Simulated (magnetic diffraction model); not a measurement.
**Zr₂Cr₃Sn₃: what an assumed order does to the neutron pattern**

Space group P6_3/mcm (no. 193), a = 8.0270 Å, c = 5.5040 Å.

```csv
site,atom,x,y,z
6g,Sn,0.3870,0,3/4
4d,Zr,1/3,2/3,1/2
6g,Cr,0.7454,0,3/4
```

The compound is invented for this exercise: a known structure type with other elements, its cell scaled to their sizes and not relaxed.

Only Cr is taken to order (form factors of Cr2+); orders and moment sizes are assumed, and not adapted to the symmetry. Radiation: neutrons of λ = 2.567 Å, 8° to 100°; isotropic B of 0.43 Å² (Sn), 0.33 Å² (Zr) and 0.4 Å² (Cr). The intensities are simulated: I ∝ L Σ (|F_N|² + |F_M⊥|²) for unpolarised neutrons, with F_M = 2.695 fm/μB × Σ f(s) S exp(2πi Q·r) exp(−B s²) at Q = H ± k (one set where k and −k are equivalent), only the part normal to Q counting and L = 1/(sin²θ cos θ). For collinear order S is the moment m, which repeats by lattice and centring translations R with the sign exp(−2πi k·R). Form factors are spin-only for 3d ions and dipole or tabulated for f ions, scattering lengths are Sears's of 1992, and absorption is left out. A label names one of the reflections at its angle. The strongest nuclear line in the range is 100, and lines under 0.2 are left out.

Assume the order k = (0 0 0), collinear moments along [001], 1.74 μB on Cr; signs + at (0.7454, 0, 3/4), + at (0.7454, 0.7454, 1/4), + at (0, 0.2546, 1/4), + at (0, 0.7454, 3/4), + at (0.2546, 0.2546, 3/4), + at (0.2546, 0, 1/4).

Predict the pattern, nuclear and magnetic parts apart.

```tsv
2θ (°)	index	nuclear	magnetic
21.28	(1 0 0)	27.6	9.8
37.30	(1 1 0)	0.8	3.3
43.34	(2 0 0)	1.1	2.0
46.63	(1 1 1)	12.1	8.9
55.60	(0 0 2)	7.5	0.0
58.48	(2 1 0)	22.0	1.5
60.21	(1 0 2)	9.4	0.2
65.55	(2 1 1)	62.5	7.1
67.27	(3 0 0)	71.7	0.7
68.87	(1 1 2)	100.0	0.3
73.01	(2 0 2)	17.6	0.3
79.52	(2 2 0)	2.6	0.3
83.47	(3 1 0)	12.7	0.6
84.97	(2 1 2)	2.4	0.5
85.81	(2 2 1)	9.9	0.0
89.72	(3 1 1)	27.5	0.0
92.79	(3 0 2)	0.7	0.3
95.21	(4 0 0)	0.2	1.5
```

The strongest magnetic line in the range is (1 0 0) at 21.28° (9.8). On top of the Lorentz factor, which all lines share, magnetic lines fade with angle because f falls: for Cr2+ it is 0.88, 0.62, 0.37 and 0.09 at sin θ/λ = 0.1, 0.2, 0.3 and 0.5 Å⁻¹, while nuclear lengths stay constant. The net moment is 10.44 μB a primitive cell.

[Logs are printed without paths, hosts, clocks, repeated set-up lines and the standing remarks that a program may print on its own settings, such as how far it seeks lower states.]
